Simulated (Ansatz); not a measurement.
# Work function of W(110): what the settings cost and change, part 2 of 2

Aim: the work function of W(110) against thickness and vacuum, with the cost.

Ansatz 0.2.0; plane-wave DFT, PBE, Ansatz PAW.

So far, work function, upper face (eV): step 2 (run, setting 1 layer) 5.30; step 4 (run, 3 atoms) 4.90; step 5 (slab, 4 atoms) 4.91; step 6 (run, 5 atoms) 4.89; step 7 (run, 6 atoms) 4.91.

## (8) Run, 8 atoms

System of this step: W(110). The cell holds 8 atoms: 8 W. Its edges and angles: a = 2.737 Å, b = 2.737 Å, c = 33.641 Å, α = 90.0°, β = 90.0°, γ = 70.5°. Vacuum lies along c.

Input file input.yaml:

```yaml
crystal:
  lattice:
    - [2.2344574285, -1.58, 0.0]
    - [2.2344574285, 1.58, 0.0]
    - [0.0, 0.0, 33.6412019998]
  atoms:
    - { symbol: W, position: [0.0, 0.0, 0.2675290853] }
    - { symbol: W, position: [0.5, 0.5, 0.3339493467] }
    - { symbol: W, position: [0.0, 0.0, 0.400369608] }
    - { symbol: W, position: [0.5, 0.5, 0.4667898693] }
    - { symbol: W, position: [0.0, 0.0, 0.5332101307] }
    - { symbol: W, position: [0.5, 0.5, 0.599630392] }
    - { symbol: W, position: [0.0, 0.0, 0.6660506533] }
    - { symbol: W, position: [0.5, 0.5, 0.7324709147] }
kpoints:
  mp_grid: { grid: [16, 16, 1] }
hamiltonian:
  xc: pbe
scf:
  occupations: { method: fermi_dirac, width: 0.1 }
  convergence: { dr2_threshold: 1.0e-09 }
efield:
  axis: 3
  dipole_correction: true
  ramp_position: 0.97
  ramp_width: 0.06
output:
  write_potential: true
  write_density: true
  volumetric_format: npy
```

Launch:

```sh
ansatz run input.yaml --threads 2 --pin off --max-ram 3072MiB --backend cpu --events-out ev --progress --plain --runs-dir out
```

Numbers of over 12 decimals in the logs are rounded to 6 here.

What it wrote:

```text
[...]
Crystal: 8 atoms, lattice volume = 237.537 Å³
Basis set: ecut = 420 eV, 4711 PW (Γ)
Bands: 68, of which v1, the nominal top of the filled ones, is band 56 counted from 1 (55 counted from 0)
Symmetry: 4 space group operations
k-points: 73 of 256
[...]
k-point 1: bands = [... 52 lower, 8.4937, 8.6968, 8.8765, 9.0586, 9.3864, 9.8140, 10.1748, 10.1805, ... 8 higher]
  k-point 2: bands = [... 52 lower, 8.3876, 8.6058, 9.0709, 9.0790, 9.4519, 9.5080, 9.8117, 10.5687, ... 8 higher]
  k-point 72: bands = [... 52 lower, 10.0977, 10.2568, 10.6413, 11.0824, 11.1116, 11.4903, 11.5507, 11.6862, ... 8 higher]
[key lines of the parts left out:]
SCF converged after 10 iterations
Free energy (F): -83075.740073 eV
Fermi energy:    9.844509 eV
Dipole field:    D = 0.000000 V/Å  (p = 0.000000 e·Å, saw-weighted, corrected)
Work function:   Φ+ = 4.9025 eV   Φ− = 4.9025 eV
```

The job ended after 2.8 min (2 threads of Arm Neoverse N1, shared host; peak memory 1.3 GiB).

The work function is 4.902 eV, -0.008 eV from the run “6 layers”, at 1.5 times its CPU time.

## (9) Slab, 10 atoms

System of this step: W(110). The cell holds 10 atoms: 10 W. Cell: a = 2.737 Å, b = 2.737 Å, c = 38.110 Å, α = 90.0°, β = 90.0°, γ = 70.5°. Vacuum lies along c.

input.yaml, the sections that differ from step 8:

```yaml
crystal:
  lattice:
    - [2.2344574285, -1.58, 0.0]
    - [2.2344574285, 1.58, 0.0]
    - [0.0, 0.0, 38.1101168569]
  atoms:
    - { symbol: W, position: [0.0, 0.0, 0.2361577645] }
    - { symbol: W, position: [0.5, 0.5, 0.2947893724] }
    - { symbol: W, position: [0.0, 0.0, 0.3534209803] }
    - { symbol: W, position: [0.5, 0.5, 0.4120525882] }
    - { symbol: W, position: [0.0, 0.0, 0.4706841961] }
    - { symbol: W, position: [0.5, 0.5, 0.5293158039] }
    - { symbol: W, position: [0.0, 0.0, 0.5879474118] }
    - { symbol: W, position: [0.5, 0.5, 0.6465790197] }
    - { symbol: W, position: [0.0, 0.0, 0.7052106276] }
    - { symbol: W, position: [0.5, 0.5, 0.7638422355] }
# kpoints, hamiltonian, scf, efield, output: as in step 8
```

What it wrote:

```text
[...]
Crystal: 10 atoms, lattice volume = 269.091 Å³
Basis set: ecut = 420 eV, 5333 PW (Γ)
Bands: 84, of which v1, the nominal top of the filled ones, is band 70 counted from 1 (69 counted from 0)
Symmetry: 4 space group operations
k-points: 73 of 256
[...]
k-point 1: bands = [... 66 lower, 10.1758, 10.2230, 10.3415, 10.6636, 10.8694, 11.1981, 11.4494, 11.6839, ... 24 higher]
  k-point 2: bands = [... 66 lower, 9.9375, 10.3312, 10.5896, 10.6209, 10.9442, 10.9727, 11.1641, 11.6137, ... 24 higher]
  k-point 72: bands = [... 66 lower, 11.6297, 11.9767, 12.2274, 12.5923, 12.7215, 12.7946, 12.8621, 12.9308, ... 24 higher]
[key lines of the parts left out:]
SCF converged after 9 iterations
Free energy (F): -103845.387742 eV
Fermi energy:    11.360543 eV
Dipole field:    D = 0.000001 V/Å  (p = 0.000002 e·Å, saw-weighted, corrected)
Work function:   Φ+ = 4.8964 eV   Φ− = 4.8964 eV
```

It took 5.2 min on 2 threads; peak memory 2 GiB.

The work function is 4.896 eV, -0.006 eV from the run “8 layers”, at 1.9 times its CPU time.

## (10) Run, 13 atoms

System of this step: W(110). The cell holds 13 atoms: 13 W. Cell: a = 2.737 Å, b = 2.737 Å, c = 44.813 Å, α = 90.0°, β = 90.0°, γ = 70.5°. Vacuum lies along c.

input.yaml, the sections that differ from step 9:

```yaml
crystal:
  lattice:
    - [2.2344574285, -1.58, 0.0]
    - [2.2344574285, 1.58, 0.0]
    - [0.0, 0.0, 44.8134891426]
  atoms:
    - { symbol: W, position: [0.0, 0.0, 0.2008323871] }
    - { symbol: W, position: [0.5, 0.5, 0.2506936559] }
    - { symbol: W, position: [0.0, 0.0, 0.3005549248] }
    - { symbol: W, position: [0.5, 0.5, 0.3504161936] }
    - { symbol: W, position: [0.0, 0.0, 0.4002774624] }
    - { symbol: W, position: [0.5, 0.5, 0.4501387312] }
    - { symbol: W, position: [0.0, 0.0, 0.5] }
    - { symbol: W, position: [0.5, 0.5, 0.5498612688] }
    - { symbol: W, position: [0.0, 0.0, 0.5997225376] }
    - { symbol: W, position: [0.5, 0.5, 0.6495838064] }
    - { symbol: W, position: [0.0, 0.0, 0.6994450752] }
    - { symbol: W, position: [0.5, 0.5, 0.7493063441] }
    - { symbol: W, position: [0.0, 0.0, 0.7991676129] }
# kpoints, hamiltonian, scf, efield, output: as in step 9
```

What it wrote:

```text
[...]
Crystal: 13 atoms, lattice volume = 316.423 Å³
Basis set: ecut = 420 eV, 6267 PW (Γ)
Bands: 110, of which v1, the nominal top of the filled ones, is band 91 counted from 1 (90 counted from 0)
Symmetry: 4 space group operations
k-points: 73 of 256
[...]
k-point 1: bands = [... 87 lower, 11.9312, 11.9934, 12.1957, 12.3081, 12.5352, 12.8269, 12.9841, 13.2359, ... 15 higher]
  k-point 2: bands = [... 87 lower, 11.8028, 12.1964, 12.2963, 12.3895, 12.5149, 12.7230, 12.7466, 12.9629, ... 15 higher]
  k-point 72: bands = [... 87 lower, 13.4713, 13.6822, 13.9293, 14.2792, 14.3199, 14.4917, 14.5451, 14.5794, ... 15 higher]
[key lines of the parts left out:]
SCF converged after 10 iterations
Free energy (F): -134999.862502 eV
Fermi energy:    13.063311 eV
Dipole field:    D = 0.000000 V/Å  (p = 0.000000 e·Å, saw-weighted, corrected)
Work function:   Φ+ = 4.9000 eV   Φ− = 4.9000 eV
```

Run time: 7.8 min. Hardware: 2 threads; peak memory 2.5 GiB.

The work function is 4.900 eV, +0.004 eV from the run “10 layers”, at 1.5 times its CPU time.

## (11) Run, 7 atoms

System of this step: W(110). The cell holds 7 atoms: 7 W. Its edges and angles: a = 2.737 Å, b = 2.737 Å, c = 23.407 Å, α = 90.0°, β = 90.0°, γ = 70.5°. Vacuum lies along c.

input.yaml, the sections that differ from step 10:

```yaml
crystal:
  lattice:
    - [2.2344574285, -1.58, 0.0]
    - [2.2344574285, 1.58, 0.0]
    - [0.0, 0.0, 23.4067445713]
  atoms:
    - { symbol: W, position: [0.0, 0.0, 0.2136136439] }
    - { symbol: W, position: [0.5, 0.5, 0.3090757626] }
    - { symbol: W, position: [0.0, 0.0, 0.4045378813] }
    - { symbol: W, position: [0.5, 0.5, 0.5] }
    - { symbol: W, position: [0.0, 0.0, 0.5954621187] }
    - { symbol: W, position: [0.5, 0.5, 0.6909242374] }
    - { symbol: W, position: [0.0, 0.0, 0.7863863561] }
# kpoints, hamiltonian, scf, efield, output: as in step 10
```

What it wrote:

```text
[...]
Crystal: 7 atoms, lattice volume = 165.272 Å³
Basis set: ecut = 420 eV, 3293 PW (Γ)
Bands: 59, of which v1, the nominal top of the filled ones, is band 49 counted from 1 (48 counted from 0)
Symmetry: 4 space group operations
k-points: 73 of 256
[...]
k-point 1: bands = [... 45 lower, 12.2955, 12.5050, 12.6449, 12.7715, 13.3480, 13.5772, 13.9784, 14.3663, ... 16 higher]
  k-point 2: bands = [... 45 lower, 12.1591, 12.2639, 12.8121, 12.9903, 13.1411, 13.4334, 13.7655, 14.7407, ... 16 higher]
  k-point 72: bands = [... 45 lower, 13.9871, 14.0054, 14.7853, 14.8427, 14.8445, 15.0147, 15.3563, 15.5247, ... 16 higher]
[key lines of the parts left out:]
SCF converged after 9 iterations
Free energy (F): -72690.919198 eV
Fermi energy:    13.653875 eV
Dipole field:    D = -0.000000 V/Å  (p = -0.000000 e·Å, saw-weighted, corrected)
Work function:   Φ+ = 4.8907 eV (in doubt: plateau slope 7.0e-2 eV/Å)   Φ− = 4.8944 eV (in doubt: plateau slope 4.9e-2 eV/Å)
```

Run time: 2.2 min. Hardware: 2 threads; peak memory 1 GiB; 4.3 min of CPU time.

The work function is 4.891 eV. The program marks this work function as in doubt.

## (12) Slab, 7 atoms

The cell differs from the one that the last finished run ended in (c 23.407 → 27.407 Å).

input.yaml, the sections that differ from step 11:

```yaml
crystal:
  lattice:
    - [2.2344574285, -1.58, 0.0]
    - [2.2344574285, 1.58, 0.0]
    - [0.0, 0.0, 27.4067445713]
  atoms:
    - { symbol: W, position: [0.0, 0.0, 0.2554115824] }
    - { symbol: W, position: [0.5, 0.5, 0.3369410549] }
    - { symbol: W, position: [0.0, 0.0, 0.4184705275] }
    - { symbol: W, position: [0.5, 0.5, 0.5] }
    - { symbol: W, position: [0.0, 0.0, 0.5815294725] }
    - { symbol: W, position: [0.5, 0.5, 0.6630589451] }
    - { symbol: W, position: [0.0, 0.0, 0.7445884176] }
# kpoints, hamiltonian, scf, efield, output: as in step 11
```

What it wrote:

```text
[...]
Crystal: 7 atoms, lattice volume = 193.516 Å³
Basis set: ecut = 420 eV, 3849 PW (Γ)
Bands: 59, of which v1, the nominal top of the filled ones, is band 49 counted from 1 (48 counted from 0)
Symmetry: 4 space group operations
k-points: 73 of 256
[...]
k-point 1: bands = [... 45 lower, 9.5882, 9.7977, 9.9369, 10.0631, 10.6407, 10.8739, 11.2680, 11.6581, ... 16 higher]
  k-point 2: bands = [... 45 lower, 9.4517, 9.5560, 10.1047, 10.2829, 10.4353, 10.7238, 11.0595, 12.0317, ... 16 higher]
  k-point 72: bands = [... 45 lower, 11.2797, 11.2981, 12.0779, 12.1352, 12.1371, 12.3073, 12.6490, 12.8174, ... 16 higher]
[key lines of the parts left out:]
SCF converged after 9 iterations
Free energy (F): -72690.919054 eV
Fermi energy:    10.946544 eV
Dipole field:    D = -0.000000 V/Å  (p = -0.000000 e·Å, saw-weighted, corrected)
Work function:   Φ+ = 4.8996 eV   Φ− = 4.8997 eV
```

Elapsed: 2.5 min, on 2 threads; peak memory 1.2 GiB.

The work function is 4.900 eV, +0.009 eV from the run “7 layers, 10 Å of vacuum”, at 1.0 times its CPU time.

## (13) Slab, 7 atoms (run 2)

The cell differs from the one that the last finished run ended in (c 27.407 → 39.407 Å).

input.yaml, the sections that differ from step 12:

```yaml
crystal:
  lattice:
    - [2.2344574285, -1.58, 0.0]
    - [2.2344574285, 1.58, 0.0]
    - [0.0, 0.0, 39.4067445713]
  atoms:
    - { symbol: W, position: [0.0, 0.0, 0.3298927669] }
    - { symbol: W, position: [0.5, 0.5, 0.3865951779] }
    - { symbol: W, position: [0.0, 0.0, 0.443297589] }
    - { symbol: W, position: [0.5, 0.5, 0.5] }
    - { symbol: W, position: [0.0, 0.0, 0.556702411] }
    - { symbol: W, position: [0.5, 0.5, 0.6134048221] }
    - { symbol: W, position: [0.0, 0.0, 0.6701072331] }
# kpoints, hamiltonian, scf, efield, output: as in step 12
```

What it wrote:

```text
[...]
Crystal: 7 atoms, lattice volume = 278.247 Å³
Basis set: ecut = 420 eV, 5533 PW (Γ)
Bands: 59, of which v1, the nominal top of the filled ones, is band 49 counted from 1 (48 counted from 0)
Symmetry: 4 space group operations
k-points: 73 of 256
[...]
k-point 0: bands = [... 45 lower, 4.8167, 4.8759, 5.0804, 5.3232, 5.6927, 6.2231, 6.6734, 6.7354, ... 16 higher]
  k-point 1: bands = [... 45 lower, 4.7628, 4.9723, 5.1115, 5.2377, 5.8153, 6.0485, 6.4425, 6.8327, ... 16 higher]
  k-point 2: bands = [... 45 lower, 4.6263, 4.7306, 5.2793, 5.4575, 5.6099, 5.8983, 6.2341, 7.2062, ... 16 higher]
  k-point 72: bands = [... 45 lower, 6.4543, 6.4726, 7.2525, 7.3098, 7.3117, 7.4819, 7.8235, 7.9919, ... 16 higher]
[key lines of the parts left out:]
SCF converged after 9 iterations
Free energy (F): -72690.919051 eV
Fermi energy:    6.121125 eV
Dipole field:    D = -0.000000 V/Å  (p = -0.000000 e·Å, saw-weighted, corrected)
Work function:   Φ+ = 4.8997 eV   Φ− = 4.8997 eV
```

Elapsed: 3.4 min, on 2 threads; peak memory 1.5 GiB; 6.7 min of CPU time.

The work function is 4.900 eV, +0.000 eV from the run “7 layers, 14 Å of vacuum”, at 1.5 times its CPU time.

## (14) The series together

Times are for 2 threads of Arm Neoverse N1, shared host. Results by setting:

```
no.                   setting  work function, upper face (eV)     time  memory (GiB)
  1                   1 layer                           5.298     15 s          0.46
  2                  2 layers                           4.768     29 s          0.51
  3                  3 layers                           4.897     47 s          0.62
  4                  4 layers                           4.909     65 s          0.75
  5                  5 layers                           4.893     92 s          0.88
  6                  6 layers                           4.910  1.9 min           1.1
  7                  8 layers                           4.902  2.8 min           1.3
  8                 10 layers                           4.896  5.2 min           2.0
  9                 13 layers                           4.900  7.8 min           2.5
 10  7 layers, 10 Å of vacuum                           4.891  2.2 min           1.0
 11  7 layers, 14 Å of vacuum                           4.900  2.5 min           1.2
 12  7 layers, 26 Å of vacuum                           4.900  3.4 min           1.5
```

## (15) The same run with other settings

System of this step: W(110) monolayer. The cell holds 1 atom: 1 W. Its edges and angles: a = 2.737 Å, b = 2.737 Å, c = 18.000 Å, α = 90.0°, β = 90.0°, γ = 70.5°. Vacuum lies along c.

An input spoilt on purpose, to show how the run answers: it repeats the earlier run “1 layer” with efield.ramp_width from 0.06 to 0.9, and scf.max_iter set to 75; its output block differs too.

input.yaml, the sections that differ from step 13:

```yaml
crystal:
  lattice:
    - [2.2344574285, -1.58, 0.0]
    - [2.2344574285, 1.58, 0.0]
    - [0.0, 0.0, 18.0]
  atoms:
    - { symbol: W, position: [0.0, 0.0, 0.5] }
scf:
  occupations: { method: fermi_dirac, width: 0.1 }
  convergence: { dr2_threshold: 1.0e-09 }
  max_iter: 75
efield:
  axis: 3
  dipole_correction: true
  ramp_position: 0.97
  ramp_width: 0.9
# kpoints, hamiltonian, output: as in step 13
```

What it wrote:

```text
Engine: ansatz 0.2.0, aarch64-unknown-linux-gnu
Pseudopotentials: kind: paw
Pseudopotential: W, paw, valence charge 14, recommended cutoff 420 eV (normal), W.paw.azcp
Functional definition: PBE
  parameter kappa = 0.804
  parameter beta = 0.066725
  exchange = pbe_x(kappa = kappa, mu = beta*pi^2/3)
  correlation = pbe_c(beta = beta)
Crystal: 1 atoms, lattice volume = 127.096 Å³
Basis set: ecut = 420 eV, 2507 PW (Γ)
Bands: 11, of which v1, the nominal top of the filled ones, is band 7 counted from 1 (6 counted from 0)
Symmetry: 4 space group operations
k-points: 73 of 256
Non-local potential: W, projectors of the file, l = 0: 3, l = 1: 2, l = 2: 2, l = 3: 1
PAW form: soft (Blöchl's): semilocal exchange-correlation on the pseudo side does not see the compensation charge
PAW one-centre angular grid: W, 590 points (default); XC on 64 Gauss nodes
Initial density: superposition of atomic densities (neutral atoms: chi_scale 0, normalization atom), corrected by the library's trained network
Initial wavefunctions: pseudopotential atomic-orbital guess
Functional: x = pbe(κ = 0.804, μ = 0.219515), c = pbe(β = 0.066725)
Error: efield: ion 0 (W) at fractional coordinate 0.5000 along the field axis lies inside the sawtooth ramp with 2 of the planes that the density is read on at each end, [0.9540, 0.8860] — the ramp must sit in vacuum (an ion there feels the fictitious reversed slope); set or move the ramp (efield.ramp_position / ramp_width) or move the geometry
```

The job ended after 0.3 s (2 threads; peak memory 0.24 GiB).

The input was rejected at the start.

The program's message: “Error: efield: ion 0 (W) at fractional coordinate 0.5000 along the field axis lies inside the sawtooth ramp with 2 of the planes that the density is read on at each end, [0.9540, 0.8860] — the ramp mu …”

The fault put into the input: a ramp so wide that it reaches the atoms.

## (16) Results

- work function, 1 layer: 5.298 eV
- work function, 2 layers: 4.768 eV
- work function, 6 layers: 4.910 eV
- work function, 13 layers: 4.900 eV

**Reading.** The thickest slab gives 4.90 eV, and the settings tried spread the value from 4.77 to 5.30 eV. At 18 Å of vacuum, the slabs from 3 layers on stay within 0.02 eV of the thickest. Going from 10 to 26 Å of vacuum moves it by 0.009 eV. The program marks the value as in doubt in “7 layers, 10 Å of vacuum”. The ladder's slabs use the tabulated experimental lattice constant (two decimals; a low-temperature value for the alkali metals). In 1 run of the series (7 layers, 10 Å of vacuum) the program warns that electrons reach the sawtooth's ramp, which makes dipole and work function less sure.

Calculation against experiment:

| quantity | measured | 13 layers |
| --- | --- | --- |
| work function (clean (110) face, a compiled value) (eV) | 5.25 | 4.90 (-0.35 eV) |

Measured values from arxiv:1902.07811 (2019).

Verdict: The work function is off by -0.35 eV: fair agreement. The grades are ours: good and fair within 3 and 7 % for the work function. No cell relaxation is part of this session.

[Logs are printed without paths, hosts, clocks, repeated set-up lines and the standing remarks that a program may print on its own settings, such as how far it seeks lower states.]

[Hosts, paths, dates, database ids (printed as entryN), source tags and the programs' standing remarks are cut or masked in the printed files.]

[Maps of the electrostatic potential energy from Ansatz leave out the sawtooth potential of an applied field or a dipole correction, so their vacuum need not be flat; planar profiles and work functions include it.]
